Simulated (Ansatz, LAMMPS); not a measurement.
# Convergence of a linear-scaling basis for ionic liquid MMIM+ BF4- at 450 K (105 atoms), part 2 of 2

Aim: test how closely localised support functions follow the reference on ionic liquid MMIM+ BF4- at 450 K (105 atoms), and at what cost. A setting counts as converged where the r.m.s. difference of forces stays under 1 % of the r.m.s. force.

Ansatz 0.2.0; Kohn-Sham DFT, PBE+D3(BJ), PAW (set soft_2), plane waves.

The cell: 25 C, 10 N, 45 H, 5 B and 20 F. The network of contacts between molecules at the start is that of the classical potential that made the cell. The density was typed from a rule of thumb and may lie off the real one at this temperature. The Brillouin zone is sampled at Γ only, in a cell whose shortest periodic width is 10 Å.

So far. Step 13 (Support functions medium, radius 5.21 Å): Forces differ from the reference by 0.58 meV/Å r.m.s., 0.053 % of their size, well within a tolerance of 1 %; the energy by -0.65 meV/atom. It took 19 times the reference's time (shared host, so rough). Step 14 (A run with a doubtful setting): The fault in the input: an impossible spin (magnetization.initial_magnetization = 1 and magnetization.spin_polarized = true).

## (15) Cost against change

Each row is set against the plane-wave reference (Kohn-Sham DFT, PBE+D3(BJ), PAW (set soft_2), plane waves; r.m.s. force component 1.10 eV/Å). Energies are set beside the reference only for runs with its functional, potentials and electron count. Times are for 8 threads of Intel Xeon Platinum 8488C (Sapphire Rapids), shared host. The reference's time includes the DOS, the stress and grids, which some other runs skip.

| run | Δ force, r.m.s. (meV/Å) | share of r.m.s. force (%) | Δ energy (meV/atom) | Δ gap (eV) | cycles | time | host memory (GiB) |
| --- | --- | --- | --- | --- | --- | --- | --- |
| reference | - | - | - | - | 10 | 4.7 s | 1.4 |
| plane waves at 750 eV (750 eV) | 4.22 | 0.383 | -3.66 | -6.0e-4 | 10 | 5.6 s | 2.7 |

## (16) What each setting buys

Differences are against the run with plane waves at 750 eV (Kohn-Sham DFT, PBE+D3(BJ), PAW (set soft_2), plane waves), whose r.m.s. force component is 1.10 eV/Å. Energies are set beside the reference only for runs with its functional, potentials and electron count. Times are for 8 threads of Intel Xeon Platinum 8488C (Sapphire Rapids), shared host.

| run | Δ force, r.m.s. (meV/Å) | share of r.m.s. force (%) | Δ energy (meV/atom) | Δ gap (eV) | cycles | time | host memory (GiB) |
| --- | --- | --- | --- | --- | --- | --- | --- |
| reference | - | - | - | - | 10 | 5.6 s | 2.7 |
| support functions medium | 0.472 | 0.0429 | -0.653 | 1.0e-4 | 13 | 35 s | 3.3 |
| support functions low | 0.486 | 0.0441 | -0.651 | 4.0e-4 | 12 | 30 s | 3.0 |
| support functions high | 0.348 | 0.0316 | -0.735 | 0 | 18 | 3.2 min | 10 |
| support functions medium, radius 3.37 Å | 0.54 | 0.0491 | -0.653 | 4.0e-4 | 13 | 34 s | 3.2 |
| support functions medium, radius 3.65 Å | 0.436 | 0.0396 | -0.653 | 4.0e-4 | 13 | 37 s | 3.5 |
| support functions medium, radius 3.89 Å | 0.396 | 0.036 | -0.653 | 4.0e-4 | 13 | 43 s | 3.9 |
| support functions medium, radius 4.17 Å | 0.382 | 0.0347 | -0.653 | 4.0e-4 | 13 | 53 s | 4.4 |
| support functions medium, radius 4.69 Å | 0.527 | 0.0479 | -0.653 | -8.0e-4 | 13 | 75 s | 5.5 |
| support functions medium, radius 5.21 Å | 0.584 | 0.0531 | -0.653 | -0.001 | 13 | 1.8 min | 6.7 |

## (17) The first run in detail

The first run, on the default basis, asked for the full analyses, so its electronic structure is set out here.

Neighbours are counted within 1.34 Å (H-C), 1.82 Å (C-C), 1.79 Å (C-N), 1.72 Å (F-B).

Length of the force by element and coordination:

| element | coordination | atoms | mean length of the force (eV/Å) | spread | least | most |
| --- | --- | --- | --- | --- | --- | --- |
| B | all | 5 | 2.38 | 1.05 | 0.974 | 3.82 |
| C | all | 25 | 2.22 | 0.939 | 0.706 | 3.98 |
| C | 3 | 15 | 2.22 | 0.914 | 0.706 | 3.98 |
| C | 4 | 10 | 2.21 | 0.976 | 0.854 | 3.54 |
| F | all | 20 | 1.43 | 0.416 | 0.698 | 2.07 |
| H | all | 45 | 1.23 | 0.808 | 0.282 | 4.98 |
| N | all | 10 | 2.28 | 1.00 | 0.638 | 3.99 |

Löwdin charges by element and coordination (they lack the spilled electrons, 0.038 e an atom on average):

| element | coordination | atoms | mean charge (e) | spread | least | most |
| --- | --- | --- | --- | --- | --- | --- |
| B | all | 5 | 0.881 | 0.0073 | 0.875 | 0.895 |
| C | all | 25 | -0.149 | 0.172 | -0.394 | 0.102 |
| C | 3 | 15 | -0.0166 | 0.0707 | -0.0837 | 0.102 |
| C | 4 | 10 | -0.349 | 0.0202 | -0.394 | -0.319 |
| F | all | 20 | -0.393 | 0.0231 | -0.449 | -0.349 |
| H | all | 45 | 0.236 | 0.0196 | 0.201 | 0.286 |
| N | all | 10 | 0.0597 | 0.0122 | 0.045 | 0.0785 |

States in the cell by windows of 1 eV, zero at the Fermi level; the larger projections on atomic orbitals stand beside the total:

| from (eV) | to (eV) | total | F p | C p | H s | N p | C s |
| --- | --- | --- | --- | --- | --- | --- | --- |
| -18 | -17 | 9.8 | 0.0 | 2.7 | 0.4 | 0.1 | 1.6 |
| -17 | -15 | 0.0 | 0.0 | 0.0 | 0.0 | 0.0 | 0.0 |
| -15 | -14 | 0.7 | 0.0 | 0.1 | 0.1 | 0.2 | 0.3 |
| -14 | -13 | 10.3 | 0.0 | 1.0 | 1.2 | 2.9 | 4.7 |
| -13 | -12 | 9.1 | 0.0 | 0.2 | 1.3 | 3.3 | 4.1 |
| -12 | -11 | 9.9 | 0.0 | 0.7 | 2.4 | 2.2 | 4.1 |
| -11 | -10 | 0.2 | 0.0 | 0.0 | 0.0 | 0.0 | 0.1 |
| -10 | -9 | 11.1 | 0.0 | 3.6 | 1.4 | 3.6 | 1.8 |
| -9 | -8 | 8.9 | 0.0 | 3.5 | 1.7 | 0.8 | 2.1 |
| -8 | -7 | 10.0 | 0.1 | 4.3 | 2.6 | 1.2 | 1.3 |
| -7 | -6 | 19.1 | 6.6 | 5.0 | 1.0 | 4.4 | 0.1 |
| -6 | -5 | 43.1 | 9.3 | 15.7 | 7.1 | 7.0 | 1.2 |
| -5 | -4 | 37.4 | 14.9 | 10.4 | 4.3 | 3.3 | 0.4 |
| -4 | -3 | 27.8 | 3.5 | 14.4 | 7.2 | 1.8 | 0.1 |
| -3 | -2 | 38.7 | 33.3 | 2.9 | 1.3 | 0.5 | 0.1 |
| -2 | -1 | 34.3 | 27.2 | 2.3 | 1.1 | 3.4 | 0.1 |
| -1 | 0 | 26.7 | 15.3 | 7.8 | 0.7 | 2.6 | 0.0 |
| 0 | 1 | 3.1 | 0.7 | 2.2 | 0.0 | 0.1 | 0.0 |
| 1 | 4 | 0.0 | 0.0 | 0.0 | 0.0 | 0.0 | 0.0 |
| 4 | 5 | 10.4 | 0.0 | 6.0 | 0.6 | 3.1 | 0.1 |

The curve was stored every 0.10 eV, coarse against its broadening of 0.08 eV, so these counts are rough.

With fixed occupations the program's Fermi level is the highest filled level; weight inside the gap is the broadening of levels at its edges.

Between -24 and -18 eV lie 50 more states.

The levels nearest the highest filled one (over half full), pooled over k-points and spins:

| level less the highest filled one (eV) | occupation |
| --- | --- |
| -0.516 | 2 |
| -0.317 | 2 |
| -0.282 | 2 |
| -0.0747 | 2 |
| -0.0537 | 2 |
| 0 | 2 |
| 4.13 | 0 |
| 4.48 | 0 |
| 4.58 | 0 |
| 4.60 | 0 |
| 4.67 | 0 |
| 5.00 | 0 |

Valence density in the ac plane at fractional y = 0.563, with atoms of N and C and H and F and B within 0.2 Å of it. It is the smooth field of the valence electrons, not physical close to the nuclei.

Ten steps, logarithmic in the rise over the least value, from '0' (0 e/Å³) to '9' (11 e/Å³), each cell a mean:
```
00000000000000013688520000000
00000000000000001354210000000
00000111000000000111000000000
00002343100000000000000000000
00013564210000000011100000000
00134665321000000012111111000
01245665443100000012234432100
00234555544210000012356763100
00112233344431000012357764200
00000011245542100001246764210
00000001246542100000124665310
00000000245431000000124566420
00111100122210001100013455420
01232110000000001100001223210
12333322110000000000000000000
34433456521000000000000000012
77544589841000000000000000135
99633489841000000000000000147
87521256520000000000000000136
33210011100000000000000000012
00000000000011110000000000000
00000000000011211222100000000
00000000000001112465310000000
00000000000000013798520000000
```
Columns run along a (10.5 Å), rows up along c (10.5 Å). Atoms in or near the plane, at fractional coordinates: N at (0.80, 0.64), C at (0.20, 0.73), H at (0.22, 0.82), F at (0.64, 0.00), B at (0.12, 0.34), F at (0.25, 0.28), F at (0.02, 0.26).

Electrostatic potential energy in the ac plane at fractional y = 0.563, with atoms of N and C and H and F and B within 0.2 Å of it. With pseudopotentials it is smooth inside the atoms' cores, unlike the true potential.

Ten even steps from '_' (-41 eV) to '@' (7 eV), each cell a mean:
```
@@@@@@@@@@@@@@@@@@@@@@@@@@@@@@@@@@==..::##@@@@@@@@@@@@@@@@
@@@@@@@@@@@@@@@@@@@@@@@@@@@@@@@@@@@@##%%@@@@@@@@@@@@@@@@@@
@@@@@@@@@@@@%%%%@@@@@@@@@@@@@@@@@@@@@@@@@@@@@@@@@@@@@@@@@@
@@@@@@@@@@##--**%%@@@@@@@@@@@@@@@@@@@@@@@@@@@@@@@@@@@@@@@@
@@@@@@@@%%**::**%%@@@@@@@@@@@@@@@@@@@@@@@@@@@@@@@@@@@@@@@@
@@@@@@%%++..__==%%%%@@@@@@@@@@@@@@@@@@%%%%%%%%@@@@@@@@@@@@
@@@@%%##--____::**##%%@@@@@@@@@@@@@@@@%%%%%%##**%%%%@@@@@@
@@@@%%%%**--::++****%%%%@@@@@@@@@@@@@@%%%%**..__--##@@@@@@
@@@@@@@@%%%%%%%%####****%%@@@@@@@@@@@@%%%%++____..**%%@@@@
@@@@@@@@@@@@@@%%%%**::::**%%@@@@@@@@@@@@%%##--..--##%%@@@@
@@@@@@@@@@@@@@@@%%**----##%%@@@@@@@@@@@@@@%%**..__--##@@@@
@@@@@@@@@@@@@@@@@@##==**%%@@@@@@@@@@@@@@@@%%**____::##%%@@
@@@@@@@@@@@@@@@@@@%%%%%%@@@@@@@@@@@@@@@@@@@@%%++==++##%%@@
@@@@%%%%%%%%@@@@@@@@@@@@@@@@@@@@@@@@@@@@@@@@@@%%%%%%%%@@@@
@@%%++::::**%%@@@@@@@@@@@@@@@@@@@@@@@@@@@@@@@@@@@@@@@@@@@@
%%##::____--****##@@@@@@@@@@@@@@@@@@@@@@@@@@@@@@@@@@@@@@@@
::::--....==..__::##@@@@@@@@@@@@@@@@@@@@@@@@@@@@@@@@@@@@**
____==**####..__::##@@@@@@@@@@@@@@@@@@@@@@@@@@@@@@@@@@%%::
..::##@@@@@@%%**##@@@@@@@@@@@@@@@@@@@@@@@@@@@@@@@@@@@@@@++
@@@@@@@@@@@@@@@@@@@@@@@@@@@@@@@@@@@@@@@@@@@@@@@@@@@@@@@@@@
@@@@@@@@@@@@@@@@@@@@@@@@@@@@@@@@@@@@@@@@@@@@@@@@@@@@@@@@@@
@@@@@@@@@@@@@@@@@@@@@@@@@@@@@@@@@@@@@@@@@@@@@@@@@@@@@@@@@@
@@@@@@@@@@@@@@@@@@@@@@@@@@@@@@@@@@##++**@@@@@@@@@@@@@@@@@@
@@@@@@@@@@@@@@@@@@@@@@@@@@@@@@@@@@--__..**@@@@@@@@@@@@@@@@
```
Columns run along a (10.5 Å; values clipped at the 3rd and 97th percentile), rows up along c (10.5 Å). Atoms in or near the plane, at fractional coordinates: N at (0.80, 0.64), C at (0.20, 0.73), H at (0.22, 0.82), F at (0.64, 0.00), B at (0.12, 0.34), F at (0.25, 0.28), F at (0.02, 0.26).

Mean Löwdin charges: B +0.88, C -0.15, F -0.39, H +0.24, N +0.06 e (they miss 1.2 % of the electrons, so they add up to more than the cell's charge). The largest share in the top eV of filled states is F p (55 % of the projected weight), and in the lowest eV of empty states C p (63 % of the projected weight).

## (18) Structure statistics

These statistics describe the geometry on which the runs were made.

Density 1.32 g/cm³, 10.99 Å³ an atom.

Pair distribution functions g(r), in bins of 0.2 Å:

| r (Å) | total | H-H | H-C | H-F | H-N | H-B | C-C |
| --- | --- | --- | --- | --- | --- | --- | --- |
| 0.90 | 0.09 | 0.00 | 0.43 | 0.00 | 0.00 | 0.00 | 0.00 |
| 1.10 | 3.12 | 0.00 | 15.29 | 0.00 | 0.00 | 0.00 | 0.00 |
| 1.30 | 1.17 | 0.00 | 0.00 | 0.00 | 0.00 | 0.00 | 3.17 |
| 1.50 | 1.23 | 0.37 | 0.00 | 0.00 | 0.00 | 0.00 | 0.72 |
| 1.70 | 0.49 | 2.68 | 0.00 | 0.00 | 0.00 | 0.00 | 0.00 |
| 1.90 | 0.43 | 1.31 | 0.00 | 0.00 | 2.37 | 0.00 | 0.00 |
| 2.10 | 0.95 | 0.10 | 0.17 | 0.33 | 7.39 | 0.00 | 0.62 |
| 2.30 | 1.06 | 0.25 | 0.62 | 1.05 | 1.85 | 0.00 | 2.54 |
| 2.50 | 0.95 | 1.36 | 0.51 | 1.48 | 0.00 | 0.00 | 4.28 |
| 2.70 | 0.67 | 0.82 | 1.55 | 0.99 | 0.29 | 0.00 | 0.21 |
| 2.90 | 0.78 | 1.12 | 1.21 | 1.22 | 0.25 | 0.98 | 0.00 |
| 3.10 | 0.84 | 0.67 | 1.10 | 1.44 | 0.21 | 2.35 | 0.00 |
| 3.30 | 1.06 | 0.70 | 1.77 | 1.22 | 1.12 | 1.67 | 0.26 |
| 3.50 | 0.86 | 0.99 | 0.60 | 0.84 | 0.34 | 1.98 | 0.71 |
| 3.70 | 0.92 | 0.89 | 0.78 | 0.78 | 0.67 | 1.34 | 1.52 |
| 3.90 | 1.08 | 0.99 | 0.83 | 1.23 | 1.98 | 1.76 | 0.95 |
| 4.10 | 1.17 | 1.05 | 0.97 | 1.46 | 1.21 | 1.69 | 0.80 |
| 4.30 | 1.06 | 1.11 | 1.06 | 1.13 | 1.05 | 0.88 | 0.97 |
| 4.50 | 1.00 | 0.87 | 1.01 | 1.30 | 0.82 | 0.81 | 0.73 |
| 4.70 | 1.01 | 0.91 | 0.95 | 1.08 | 0.75 | 1.30 | 0.93 |
| 4.90 | 1.07 | 1.06 | 0.82 | 1.13 | 1.16 | 1.18 | 1.04 |
| 5.10 | 1.04 | 1.01 | 1.11 | 0.90 | 0.79 | 1.01 | 0.51 |

Bonds by pair of elements; cutoffs follow the first minimum of g(r), held within bounds set by covalent radii, and pairs that aren't listed don't count as bonded:

| pair A-B | cutoff (Å) | bonds | mean length (Å) | spread (Å) | shortest (Å) | B about A | A about B |
| --- | --- | --- | --- | --- | --- | --- | --- |
| H-C | 1.34 | 45 | 1.09 | 0.035 | 0.985 | 1 | 1.8 |
| C-C | 1.82 | 5 | 1.38 | 0.035 | 1.33 | 0.4 | 0.4 |
| C-N | 1.79 | 30 | 1.40 | 0.047 | 1.31 | 1.2 | 3 |
| F-B | 1.72 | 20 | 1.42 | 0.038 | 1.34 | 1 | 4 |

How many atoms have how many bonded neighbours:

| element | mean | 1 | 3 | 4 |
| --- | --- | --- | --- | --- |
| B | 4 | 0 | 0 | 5 |
| C | 3.4 | 0 | 15 | 10 |
| F | 1 | 20 | 0 | 0 |
| H | 1 | 45 | 0 | 0 |
| N | 3 | 0 | 10 | 0 |

Rings of the network by King's shortest-path rule, up to 12 atoms, one path for each pair of neighbours; H, halogens, alkali and alkaline-earth atoms are left out, and the last column divides by all other atoms, bonded or not:

| ring size (atoms) | rings | per network atom |
| --- | --- | --- |
| 5 | 5 | 0.125 |

First main peaks of g(r), for some of the pairs, lie near 1.8 Å (H-H), 1.1 Å (H-C), 2.1 Å (H-N), 3.1 Å (H-B) and 1.4 Å (C-C). By these cutoffs all B atoms have 4, 60 % of C atoms have 3, all F atoms have 1 and all H atoms have 1 bonded neighbour. All rings counted have 5 atoms.

The surroundings of H30, picked at random, nearest first, numbered as they follow in the input and with coordinates relative to it.

| atom | x | y | z | distance (Å) | bonds | Löwdin charge (e) | Fx | Fy | Fz (eV/Å) |
| --- | --- | --- | --- | --- | --- | --- | --- | --- | --- |
| H30 | 0.00 | 0.00 | 0.00 | 0.00 | 1 | 0.24 | 0.03 | 0.37 | -0.45 |
| C22 | -0.72 | 0.62 | 0.53 | 1.09 | 4 | -0.36 | 0.08 | 1.43 | 1.97 |
| H31 | -1.62 | 0.10 | 0.69 | 1.76 | 1 | 0.25 | -1.23 | -1.21 | 0.06 |
| H29 | -0.37 | 0.80 | 1.59 | 1.82 | 1 | 0.21 | -0.04 | 0.08 | -1.17 |
| N21 | -1.14 | 1.90 | -0.12 | 2.22 | 3 | 0.04 | -0.39 | -1.57 | 1.47 |
| F87 | 1.33 | -1.56 | 0.99 | 2.28 | 1 | -0.36 | 0.20 | 0.02 | -1.10 |
| H32 | -0.14 | 1.44 | -1.90 | 2.39 | 1 | 0.25 | -0.08 | 0.81 | -0.16 |
| C23 | -0.78 | 2.14 | -1.36 | 2.65 | 3 | 0.09 | 0.49 | 0.06 | -0.51 |
| H78 | 2.22 | 1.40 | 0.53 | 2.68 | 1 | 0.22 | -0.70 | 0.13 | 0.14 |
| F100 | -1.08 | -1.90 | -1.90 | 2.90 | 1 | -0.38 | 1.68 | 0.72 | -0.55 |

The column of bonds counts only the pairs H-C within 1.34 Å, C-C within 1.82 Å, C-N within 1.79 Å, F-B within 1.72 Å; other neighbours, such as metal atoms beside each other in a compound, aren't counted, and periodic images can show an atom twice.

## (19) What came out

- free energy per atom: -264.7751 eV/atom
- pressure: 0.663 GPa
- r.m.s. force component: 1.102 eV/Å
- gap (highest filled to lowest empty level): 4.133 eV
- wall time of the 11 DFT runs: 10 min

In words: Against plane waves at 750 eV, the forces differ by 0.47 meV/Å (0.043 %) with support functions medium, and by 0.35 meV/Å in the closest run (support functions high). At 105 atoms the fastest of the runs at a preset level, support functions low, takes 5.4 times the time of plane waves, in 12 SCF cycles against 10. Differences between support functions and plane waves include what basis error the plane-wave run still has. As the radius goes from 3.37 to 5.21 Å, the force difference goes from 0.54 to 0.58 meV/Å (not steadily; the least is 0.38 at 4.17 Å), and the time from 34 s to 1.8 min.

The highest filled and lowest empty levels differ by 4.13 eV (at Γ alone); a semilocal functional tends to put such gaps too low. In a disordered cell it changes from sample to sample and from frame to frame. Counting bonds as in the table, all B atoms have 4, 60 % of C atoms have 3, all F atoms have 1 and all H atoms have 1 bonded neighbour.

**Limits.** The force components of 1.1 eV/Å r.m.s. hold both thermal displacement and the mismatch between the potential that made the cell and DFT, above all in bond lengths inside molecules. The pressure of a single frame lacks the kinetic term.

[Logs are printed without paths, hosts, clocks, repeated set-up lines and the standing remarks that a program may print on its own settings, such as how far it seeks lower states.]

[Hosts, paths, dates, database ids (printed as entryN), source tags and the programs' standing remarks are cut or masked in the printed files.]
